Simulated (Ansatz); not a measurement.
An input for Ansatz 0.2.0 (CsPbCl3 (Pm-3m)):

```yaml
crystal:
  lattice:
    - [11.21, 0.0, 0.0]
    - [0.0, 11.21, 0.0]
    - [0.0, 0.0, 11.21]
  atoms:
    - { symbol: Cs, position: [0.0, 0.0, 0.0] }
    - { symbol: Cs, position: [0.0, 0.0, 0.5] }
    - { symbol: Cs, position: [0.0, 0.5, 0.0] }
    - { symbol: Cs, position: [0.0, 0.5, 0.5] }
    - { symbol: Cs, position: [0.5, 0.0, 0.0] }
    - { symbol: Cs, position: [0.5, 0.0, 0.5] }
    - { symbol: Cs, position: [0.5, 0.5, 0.0] }
    - { symbol: Cs, position: [0.5, 0.5, 0.5] }
    - { symbol: Pb, position: [0.25, 0.25, 0.25] }
    - { symbol: Pb, position: [0.25, 0.25, 0.75] }
    - { symbol: Pb, position: [0.25, 0.75, 0.25] }
    - { symbol: Pb, position: [0.25, 0.75, 0.75] }
    - { symbol: Pb, position: [0.75, 0.25, 0.25] }
    - { symbol: Pb, position: [0.75, 0.25, 0.75] }
    - { symbol: Pb, position: [0.75, 0.75, 0.25] }
    - { symbol: Pb, position: [0.75, 0.75, 0.75] }
    - { symbol: Cl, position: [0.25, 0.25, 0.0] }
    - { symbol: Cl, position: [0.25, 0.25, 0.5] }
    - { symbol: Cl, position: [0.25, 0.75, 0.0] }
    - { symbol: Cl, position: [0.25, 0.75, 0.5] }
    - { symbol: Cl, position: [0.75, 0.25, 0.0] }
    - { symbol: Cl, position: [0.75, 0.25, 0.5] }
    - { symbol: Cl, position: [0.75, 0.75, 0.0] }
    - { symbol: Cl, position: [0.75, 0.75, 0.5] }
    - { symbol: Cl, position: [0.0, 0.25, 0.25] }
    - { symbol: Cl, position: [0.0, 0.25, 0.75] }
    - { symbol: Cl, position: [0.0, 0.75, 0.25] }
    - { symbol: Cl, position: [0.0, 0.75, 0.75] }
    - { symbol: Cl, position: [0.5, 0.25, 0.25] }
    - { symbol: Cl, position: [0.5, 0.25, 0.75] }
    - { symbol: Cl, position: [0.5, 0.75, 0.25] }
    - { symbol: Cl, position: [0.5, 0.75, 0.75] }
    - { symbol: Cl, position: [0.25, 0.0, 0.25] }
    - { symbol: Cl, position: [0.25, 0.0, 0.75] }
    - { symbol: Cl, position: [0.25, 0.5, 0.25] }
    - { symbol: Cl, position: [0.25, 0.5, 0.75] }
    - { symbol: Cl, position: [0.75, 0.0, 0.25] }
    - { symbol: Cl, position: [0.75, 0.0, 0.75] }
    - { symbol: Cl, position: [0.75, 0.5, 0.25] }
    - { symbol: Cl, position: [0.75, 0.5, 0.75] }
kpoints:
  mp_grid: { grid: [2, 2, 2] }
hamiltonian:
  xc: pbesol
  pseudopotentials: { kind: paw, azcp: { folder: soft_1 }, xc_functional: pbe }
scf:
  occupations: { method: fixed }
gw:
  n_empty_bands: 399
  ecut_chi: 38
  qp_bands: [v5, c5]
  qp_kpoints: band_edges
  screening: { model: contour_deformation }
```

```sh
ansatz run input.yaml --threads 3 --pin off --max-ram 92160MiB --backend cuda --events-out ev --progress --plain --runs-dir out --devices 1 --max-vram 13GiB
```

How long will it take on 1 × NVIDIA H100 80GB HBM3 (shared by 6 runs) with 3 threads of AMD EPYC 7R13 (Zen 3), shared host, and how much memory?

It took 52 s; on shared hardware allow 26 s to 1.7 min. Peak host memory was 3.5 GiB. The sizes that set the cost: 27609 plane waves a state, 4 irreducible k points, 575 bands summed, 739 plane waves in the screening and 8 SCF cycles.

The screening grows as filled bands × empty bands × pairs of k points, times the square of the screening basis for the matrix.

[Paths, hosts, dates, memory and timing lines, banners, echoed tables and standing remarks are left out of the program output.]

[Logs are printed without paths, hosts, clocks, repeated set-up lines and the standing remarks that a program may print on its own settings, such as how far it seeks lower states.]

[Runs of the session that timed out or met a known fault of the program may be left out.]

[Cells called generated may have been cut or substituted from an entry of the Crystallography Open Database or the Materials Project.]

[Hosts, paths, dates, database ids (printed as entryN), source tags and the programs' standing remarks are cut or masked in the printed files.]
